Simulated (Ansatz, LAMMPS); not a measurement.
# Compressing and expanding glassy 63SiO2-37Na2O (mol %) (114 atoms), part 2 of 3

Aim: relax glassy 63SiO2-37Na2O (mol %) (114 atoms), then change its volume to read the bulk modulus from the stress.

Ansatz 0.2.0; Kohn-Sham DFT, r2SCAN, PAW (set soft_2), plane waves.

The cell: 24 Si, 28 Na and 62 O. The quench rate of 10 K/ps far exceeds what a furnace or splat quench reaches. The network of bonds at the start is that of the classical potential that made the cell. Only the Γ point is sampled.

So far. Step 2 (Single point at the start): The r.m.s. force at the start is 1.3 eV/Å.

**3. Cell and atoms relaxed**

The cell is relaxed with the atoms, since the starting lattice needn't suit this functional.

Contents of input.yaml:

```yaml
crystal:
  lattice:
    - [11.40595, 0.0, 0.0]
    - [0.0, 11.40595, 0.0]
    - [0.0, 0.0, 11.40595]
  atoms:
    [... the 114 atom lines of step 2 ...]
kpoints:
  mp_grid: { grid: [1, 1, 1] }
hamiltonian:
  xc: r2scan
scf:
  occupations: { method: fixed }
output:
  forces: true
relax:
  f_tol: 0.05
  max_steps: 150
  cell: {}
```

Run with:

```
$ ansatz run input.yaml --threads 4 --pin off --max-ram 8192MiB --backend cpu --events-out ev --progress --plain --runs-dir out
```

Numbers of over 12 decimals in the logs are rounded to 6 here.

What it wrote:

```text
[...]
Crystal: 114 atoms, lattice volume = 1483.865 Å³
Basis set: ecut = 500 eV, 37561 PW (Γ), exchange–correlation on 360×360×360 points (64 copies of the dense FFT grid, shifted against one another)
Bands: 474, of which v1, the nominal top of the filled ones, is band 360 counted from 1 (359 counted from 0)
Symmetry: 1 space group operations
[...]
k-points: 1
[...]
SCF iter   1: F=—  HF=-92391.716888 eV  |F-HF|=—  |Δ(HF+E_count)|=         —  Δρ=8.68e-3  dr2=9.59e-1  dr2_τ=7.57e0  ethr=1.77e-3  ⟨swp⟩=4.0  Hψ=1482  notcnv=0  defer=110
[...]
SCF iter   9: F=-92394.328603 eV  HF=-92394.328603 eV  |F-HF|=8.38e-9  |Δ(HF+E_count)|=   9.94e-9  Δρ=1.66e-6  dr2=3.08e-8  dr2_τ=4.28e-9  ethr=1.39e-11  ⟨swp⟩=3.0  Hψ=1455  notcnv=0
SCF 1 converged in 9 iterations: F = -92394.328603 eV  dr2 = 3.08e-8
[...]
relax step   1: F+E_penalty+E_count = -92394.32860299 eV  Δ(F+E_penalty+E_count) = +0.000e0 eV  max|allowed force component| = 4.983e0 eV/Å  Δτ_max = 0.0000 Å  P = +3.600 GPa  Ω = 1483.865 Å³  (9 SCF iters, dr2 threshold 1.00e-7 eV, accepted)
[... from here on, the SCF cycles and remarks between the steps are left out ...]
relax step   2: F+E_penalty+E_count = -92400.33360906 eV  Δ(F+E_penalty+E_count) = -6.005e0 eV  max|allowed force component| = 3.001e0 eV/Å  Δτ_max = 0.1974 Å  P = +2.159 GPa  Ω = 1462.235 Å³  energy of the carried Pulay correction = +7.519e-3 eV  (7 SCF iters, dr2 threshold 1.14e-5 eV, accepted)
relax step   3: F+E_penalty+E_count = -92403.58232284 eV  Δ(F+E_penalty+E_count) = -3.249e0 eV  max|allowed force component| = 8.456e-1 eV/Å  Δτ_max = 0.1990 Å  P = +0.206 GPa  Ω = 1458.569 Å³  energy of the carried Pulay correction = +8.804e-3 eV  (7 SCF iters, dr2 threshold 1.14e-5 eV, accepted)
relax step   4: F+E_penalty+E_count = -92404.64250467 eV  Δ(F+E_penalty+E_count) = -1.060e0 eV  max|allowed force component| = 5.411e-1 eV/Å  Δτ_max = 0.2000 Å  P = +0.060 GPa  Ω = 1456.634 Å³  energy of the carried Pulay correction = +9.484e-3 eV  (7 SCF iters, dr2 threshold 1.14e-5 eV, accepted)
relax step   5: F+E_penalty+E_count = -92405.18325180 eV  Δ(F+E_penalty+E_count) = -5.407e-1 eV  max|allowed force component| = 3.652e-1 eV/Å  Δτ_max = 0.1920 Å  P = -0.193 GPa  Ω = 1456.360 Å³  energy of the carried Pulay correction = +9.580e-3 eV  (7 SCF iters, dr2 threshold 1.14e-5 eV, accepted)
relax step   6: F+E_penalty+E_count = -92405.38438805 eV  Δ(F+E_penalty+E_count) = -2.011e-1 eV  max|allowed force component| = 4.126e-1 eV/Å  Δτ_max = 0.1935 Å  P = -0.086 GPa  Ω = 1456.353 Å³  energy of the carried Pulay correction = +9.583e-3 eV  (7 SCF iters, dr2 threshold 8.34e-6 eV, accepted)
relax step   7: F+E_penalty+E_count = -92405.57751215 eV  Δ(F+E_penalty+E_count) = -1.931e-1 eV  max|allowed force component| = 3.265e-1 eV/Å  Δτ_max = 0.2000 Å  P = -0.075 GPa  Ω = 1458.521 Å³  energy of the carried Pulay correction = +8.821e-3 eV  (7 SCF iters, dr2 threshold 1.06e-5 eV, accepted)
relax step   8: F+E_penalty+E_count = -92405.74863508 eV  Δ(F+E_penalty+E_count) = -1.711e-1 eV  max|allowed force component| = 2.161e-1 eV/Å  Δτ_max = 0.2000 Å  P = -0.021 GPa  Ω = 1460.816 Å³  energy of the carried Pulay correction = +8.016e-3 eV  (7 SCF iters, dr2 threshold 6.66e-6 eV, accepted)
relax step   9: F+E_penalty+E_count = -92405.90069357 eV  Δ(F+E_penalty+E_count) = -1.521e-1 eV  max|allowed force component| = 1.884e-1 eV/Å  Δτ_max = 0.2000 Å  P = +0.030 GPa  Ω = 1463.813 Å³  energy of the carried Pulay correction = +6.967e-3 eV  (8 SCF iters, dr2 threshold 2.92e-6 eV, accepted)
relax step  10: F+E_penalty+E_count = -92405.98618999 eV  Δ(F+E_penalty+E_count) = -8.550e-2 eV  max|allowed force component| = 9.783e-2 eV/Å  Δτ_max = 0.2000 Å  P = +0.030 GPa  Ω = 1467.464 Å³  energy of the carried Pulay correction = +5.691e-3 eV  (9 SCF iters, dr2 threshold 2.22e-6 eV, accepted)
relax step  11: F+E_penalty+E_count = -92405.98204291 eV  Δ(F+E_penalty+E_count) = +4.147e-3 eV  max|allowed force component| = 8.171e-1 eV/Å  Δτ_max = 0.1945 Å  P = -0.416 GPa  Ω = 1473.538 Å³  energy of the carried Pulay correction = +3.576e-3 eV  (9 SCF iters, dr2 threshold 5.98e-7 eV, rejected (line search))
relax step  12: F+E_penalty+E_count = -92406.01562620 eV  Δ(F+E_penalty+E_count) = -2.944e-2 eV  max|allowed force component| = 4.199e-1 eV/Å  Δτ_max = 0.0950 Å  P = +0.161 GPa  Ω = 1469.324 Å³  energy of the carried Pulay correction = +5.042e-3 eV  (11 SCF iters, accepted)
relax step  13: F+E_penalty+E_count = -92406.05395014 eV  Δ(F+E_penalty+E_count) = -3.832e-2 eV  max|allowed force component| = 2.784e-1 eV/Å  Δτ_max = 0.0974 Å  P = -0.052 GPa  Ω = 1469.795 Å³  energy of the carried Pulay correction = +4.878e-3 eV  (7 SCF iters, dr2 threshold 1.10e-5 eV, accepted)
relax step  14: F+E_penalty+E_count = -92406.12259293 eV  Δ(F+E_penalty+E_count) = -6.864e-2 eV  max|allowed force component| = 4.604e-1 eV/Å  Δτ_max = 0.1500 Å  P = -0.140 GPa  Ω = 1471.362 Å³  energy of the carried Pulay correction = +4.333e-3 eV  (7 SCF iters, dr2 threshold 4.84e-6 eV, accepted)
relax step  15: F+E_penalty+E_count = -92406.22485500 eV  Δ(F+E_penalty+E_count) = -1.023e-1 eV  max|allowed force component| = 6.674e-1 eV/Å  Δτ_max = 0.1978 Å  P = -0.184 GPa  Ω = 1472.631 Å³  energy of the carried Pulay correction = +3.891e-3 eV  (7 SCF iters, dr2 threshold 1.14e-5 eV, accepted)
relax step  16: F+E_penalty+E_count = -92406.32439909 eV  Δ(F+E_penalty+E_count) = -9.954e-2 eV  max|allowed force component| = 2.353e-1 eV/Å  Δτ_max = 0.2000 Å  P = +0.058 GPa  Ω = 1470.961 Å³  energy of the carried Pulay correction = +4.473e-3 eV  (7 SCF iters, dr2 threshold 1.14e-5 eV, accepted)
relax step  17: F+E_penalty+E_count = -92406.42515757 eV  Δ(F+E_penalty+E_count) = -1.008e-1 eV  max|allowed force component| = 1.441e-1 eV/Å  Δτ_max = 0.2000 Å  P = -0.021 GPa  Ω = 1467.983 Å³  energy of the carried Pulay correction = +5.510e-3 eV  (8 SCF iters, dr2 threshold 3.46e-6 eV, accepted)
relax step  18: F+E_penalty+E_count = -92406.45837793 eV  Δ(F+E_penalty+E_count) = -3.322e-2 eV  max|allowed force component| = 6.718e-2 eV/Å  Δτ_max = 0.2000 Å  P = -0.018 GPa  Ω = 1469.068 Å³  energy of the carried Pulay correction = +5.132e-3 eV  (8 SCF iters, dr2 threshold 1.30e-6 eV, accepted)
relax step  19: F+E_penalty+E_count = -92406.47325562 eV  Δ(F+E_penalty+E_count) = -1.488e-2 eV  max|allowed force component| = 1.164e-1 eV/Å  Δτ_max = 0.1950 Å  P = -0.119 GPa  Ω = 1467.749 Å³  energy of the carried Pulay correction = +5.592e-3 eV  (9 SCF iters, dr2 threshold 2.82e-7 eV, accepted)
relax step  20: F+E_penalty+E_count = -92406.49593493 eV  Δ(F+E_penalty+E_count) = -2.268e-2 eV  max|allowed force component| = 1.500e-1 eV/Å  Δτ_max = 0.1945 Å  P = +0.069 GPa  Ω = 1466.832 Å³  energy of the carried Pulay correction = +5.912e-3 eV  (8 SCF iters, dr2 threshold 8.46e-7 eV, accepted)
relax step  21: F+E_penalty+E_count = -92406.50781940 eV  Δ(F+E_penalty+E_count) = -1.188e-2 eV  max|allowed force component| = 1.150e-1 eV/Å  Δτ_max = 0.1947 Å  P = +0.107 GPa  Ω = 1465.620 Å³  energy of the carried Pulay correction = +6.335e-3 eV  (8 SCF iters, dr2 threshold 1.41e-6 eV, accepted)
relax step  22: F+E_penalty+E_count = -92406.54306801 eV  Δ(F+E_penalty+E_count) = -3.525e-2 eV  max|allowed force component| = 9.056e-2 eV/Å  Δτ_max = 0.1219 Å  P = +0.026 GPa  Ω = 1466.139 Å³  energy of the carried Pulay correction = +6.154e-3 eV  (8 SCF iters, dr2 threshold 8.26e-7 eV, accepted)
relax step  23: F+E_penalty+E_count = -92406.54902026 eV  Δ(F+E_penalty+E_count) = -5.952e-3 eV  max|allowed force component| = 2.993e-2 eV/Å  Δτ_max = 0.0598 Å  P = +0.020 GPa  Ω = 1467.581 Å³  energy of the carried Pulay correction = +5.650e-3 eV  (7 SCF iters, dr2 threshold 5.13e-7 eV, accepted)
relax step  24: F+E_penalty+E_count = -92406.54801531 eV  Δ(F+E_penalty+E_count) = +1.005e-3 eV  max|allowed force component| = 9.955e-2 eV/Å  Δτ_max = 0.0691 Å  P = -0.092 GPa  Ω = 1468.811 Å³  energy of the carried Pulay correction = +5.221e-3 eV  (10 SCF iters, rejected (line search))
relax step  25: F+E_penalty+E_count = -92406.55059036 eV  Δ(F+E_penalty+E_count) = -1.570e-3 eV  max|allowed force component| = 1.925e-2 eV/Å  Δτ_max = 0.0341 Å  P = -0.015 GPa  Ω = 1468.418 Å³  energy of the carried Pulay correction = +5.358e-3 eV  (10 SCF iters, accepted)
relax step  26: F+E_penalty+E_count = -92406.55097171 eV  Δ(F+E_penalty+E_count) = -3.813e-4 eV  max|allowed force component| = 3.703e-2 eV/Å  Δτ_max = 0.0526 Å  P = -0.035 GPa  Ω = 1469.158 Å³  energy of the carried Pulay correction = +5.100e-3 eV  (10 SCF iters, accepted)
relax step  27: F+E_penalty+E_count = -92406.54415126 eV  Δ(F+E_penalty+E_count) = +6.820e-3 eV  max|allowed force component| = 3.691e-2 eV/Å  Δτ_max = 0.0000 Å  P = -0.032 GPa  Ω = 1469.158 Å³  stress off target by 3.43e-2 GPa  SCF on the basis re-selected at this cell (its energy is not comparable with the rows above)  (6 SCF iters)
basis re-selected at this cell: Δ(F+E_penalty+E_count) = +6.820e-3 eV, ΔP = +0.003 GPa vs the last step (what re-selecting the basis moved, of the pressure what is left beyond the Pulay correction that the steps carried, after the strain that the cell walked since its last selection, [...]
SCF converged after 6 iterations
Free energy (F): -92406.544151 eV
[...]
Internal energy: -92406.544151 eV  (E = F + TS)
E sigma→0 (E₀):  -92406.544151 eV
Fermi energy:    3.939912 eV
[...]
--- Forces (eV/Å), atoms counted from 1 ---
  atom   1  Si    -0.00228596     0.00688929    -0.00253053
  atom   2  Si     0.01057457     0.00923166     0.00696050
  atom   3  Si     0.00389394    -0.01572543     0.01046364
  atom   4  Si    -0.00576931    -0.00446904    -0.00178953
  atom   5  Si    -0.00266968     0.00740027    -0.00055165
  atom   6  Si     0.00377298    -0.00563593    -0.00732043
  atom   7  Si     0.00579049    -0.00644486     0.00687020
  atom   8  Si    -0.00220132    -0.00753949    -0.01003584
  atom   9  Si     0.00120672     0.00724175     0.00346987
  atom  10  Si    -0.01407677    -0.01240710     0.00544904
  atom  11  Si     0.00174161     0.00458574     0.00221705
  atom  12  Si     0.00783810    -0.00363439     0.01615802
  atom  13  Si    -0.01021625    -0.00563360     0.00244040
  atom  14  Si    -0.00470751     0.00843454     0.00034462
[...]
atom 113  O     -0.00435402    -0.00201470    -0.00505728
  atom 114  O     -0.00184733     0.00546956    -0.00188486
  max |Σ_I F_I| component: 2.75e-4 eV/Å
--- Stress (GPa, compression-positive) ---
       -0.033391       0.000238      -0.001162
        0.000238      -0.029549       0.001608
       -0.001161       0.001607      -0.032093
  P = ⅓ Tr σ = -0.0317 GPa (-0.317 kbar)
--- Relaxed structure (26 steps of the walk, 24 accepted, 1 SCFs on fresh bases) ---
  F+E_penalty+E_count = -92406.54415126 eV   max|allowed force component| = 3.691e-2 eV/Å   (the final SCF, on the basis selected at the relaxed cell)
  cell:  # Å, volume = 1469.1584 Å³
    - [11.325814, -0.336460, -0.207872]
    - [-0.336460, 11.282360, 0.051712]
    - [-0.207872, 0.051712, 11.511583]
  atoms:
    - { symbol: Si, position: [0.660207, 0.896015, 0.032012] }
    - { symbol: Si, position: [0.546050, 0.272250, 0.674667] }
    - { symbol: Si, position: [0.177782, 0.657803, 0.472355] }
    - { symbol: Si, position: [0.784853, 0.182944, 0.670920] }
[...]
- { symbol: O, position: [0.867072, 0.366453, 0.424093] }
```

Elapsed: 15 min, on 4 threads of Intel Xeon Platinum 8488C (Sapphire Rapids), shared host; peak memory 4.4 GiB.

The relaxation converged after 26 steps, with a largest force component of 0.037 eV/Å.

**4. Single point at the relaxed geometry**

The electronic structure is read at the final geometry, in a run of its own.

Contents of input.yaml:

```yaml
crystal:
  lattice:
    - [11.32581, -0.33646, -0.20787]
    - [-0.33646, 11.28236, 0.05171]
    - [-0.20787, 0.05171, 11.51158]
  atoms:
    - { symbol: Si, position: [0.66021, 0.89601, 0.03201] }
    - { symbol: Si, position: [0.54605, 0.27225, 0.67467] }
    - { symbol: Si, position: [0.17778, 0.6578, 0.47236] }
    - { symbol: Si, position: [0.78485, 0.18294, 0.67092] }
    - { symbol: Si, position: [0.68061, 0.9994, 0.28037] }
    - { symbol: Si, position: [0.56035, 0.5334, 0.23317] }
    [... 102 atom lines left out ...]
    - { symbol: O, position: [0.12462, 0.7529, 0.13399] }
    - { symbol: O, position: [0.22925, 0.59566, 0.83047] }
    - { symbol: O, position: [0.26865, 0.77233, 0.4915] }
    - { symbol: O, position: [0.83072, 0.55181, 0.95386] }
    - { symbol: O, position: [0.27962, 0.21447, 0.89511] }
    - { symbol: O, position: [0.86707, 0.36645, 0.42409] }
kpoints:
  mp_grid: { grid: [1, 1, 1] }
hamiltonian:
  xc: r2scan
scf:
  occupations: { method: fixed }
output:
  forces: true
  stress: true
  populations: intrinsic
  dos:
    method: { smearing: { sigma: 0.1 } }
    de: 0.1
    projected: { site_lists: { Na: [Na], O: [O], Si: [Si] } }
  eigenvalues: true
  write_density: true
  write_potential: true
  volumetric_format: npy
```

What it wrote:

```text
[...]
Crystal: 114 atoms, lattice volume = 1469.157 Å³
Basis set: ecut = 500 eV, 37275 PW (Γ), exchange–correlation on 360×360×360 points (64 copies of the dense FFT grid, shifted against one another)
Bands: 474, of which v1, the nominal top of the filled ones, is band 360 counted from 1 (359 counted from 0)
Symmetry: 1 space group operations
[...]
k-points: 1
[...]
SCF iter   1: F=—  HF=-92403.992640 eV  |F-HF|=—  |Δ(HF+E_count)|=         —  Δρ=8.64e-3  dr2=9.60e-1  dr2_τ=6.98e0  ethr=1.77e-3  ⟨swp⟩=4.0  Hψ=1680  notcnv=0  defer=109
[...]
SCF iter   9: F=-92406.544141 eV  HF=-92406.544141 eV  |F-HF|=1.14e-8  |Δ(HF+E_count)|=   1.83e-8  Δρ=1.41e-6  dr2=2.24e-8  dr2_τ=2.82e-9  ethr=1.39e-11  ⟨swp⟩=19.0  Hψ=4167  notcnv=0
SCF 1 converged in 9 iterations: F = -92406.544141 eV  dr2 = 2.24e-8
[...]
SCF converged after 9 iterations
Free energy (F): -92406.544141 eV
[...]
Internal energy: -92406.544141 eV  (E = F + TS)
E sigma→0 (E₀):  -92406.544141 eV
Fermi energy:    3.939673 eV
[...]
--- Forces (eV/Å), atoms counted from 1 ---
  atom   1  Si    -0.00447615     0.01272216    -0.00010311
  atom   2  Si     0.01111822     0.00997005     0.00671089
  atom   3  Si     0.00442349    -0.01184774     0.00638067
  atom   4  Si    -0.00519150    -0.00232232    -0.00040132
  atom   5  Si    -0.00269081     0.00993604    -0.00055061
  atom   6  Si     0.00338389    -0.00627390    -0.00876791
  atom   7  Si     0.00201887    -0.00627017     0.00754578
  atom   8  Si    -0.00358418    -0.00474143    -0.01284263
  atom   9  Si     0.00053590     0.00739186     0.00021120
  atom  10  Si    -0.01255738    -0.00805791     0.00758648
  atom  11  Si     0.00353348     0.00587306     0.00328816
  atom  12  Si     0.00426841    -0.00344801     0.01667076
  atom  13  Si    -0.01311977    -0.00373987     0.00067122
  atom  14  Si    -0.00696600     0.00657752    -0.00013915
[...]
atom 113  O     -0.00639100    -0.00123220    -0.00610769
  atom 114  O     -0.00073697     0.00573848    -0.00022283
  max |Σ_I F_I| component: 2.90e-4 eV/Å
--- Stress (GPa, compression-positive) ---
       -0.033198      -0.000516      -0.001340
       -0.000516      -0.028731       0.000726
       -0.001340       0.000724      -0.032248
  P = ⅓ Tr σ = -0.0314 GPa (-0.314 kbar)
--- Band table (eV) ---
[...]
--- intrinsic populations: 114 sites ---
  site symbol       q [e]
     0     Si      2.2871
     1     Si      2.2847
     2     Si      2.2175
[...]
113      O      7.0955
  spilling = -0.000000 (of n_electrons = 720.000000)
```

Wall time 56 s (4 threads); peak memory 4.6 GiB.

Read from the output:

| Property | Result |
| --- | --- |
| free energy | -92406.5441 eV |
| free energy per atom | -810.5837 eV/atom |
| SCF cycles | 9 |
| pressure | -0.03139 GPa |
| r.m.s. force component | 0.00728 eV/Å |
| longest force | 0.03751 eV/Å |
| Fermi energy | 3.94 eV |
| gap (highest filled to lowest empty level) | 3.706 eV |

(Part 2 of 3 ends here.)

[Logs are printed without paths, hosts, clocks, repeated set-up lines and the standing remarks that a program may print on its own settings, such as how far it seeks lower states.]

[Hosts, paths, dates, database ids (printed as entryN), source tags and the programs' standing remarks are cut or masked in the printed files.]
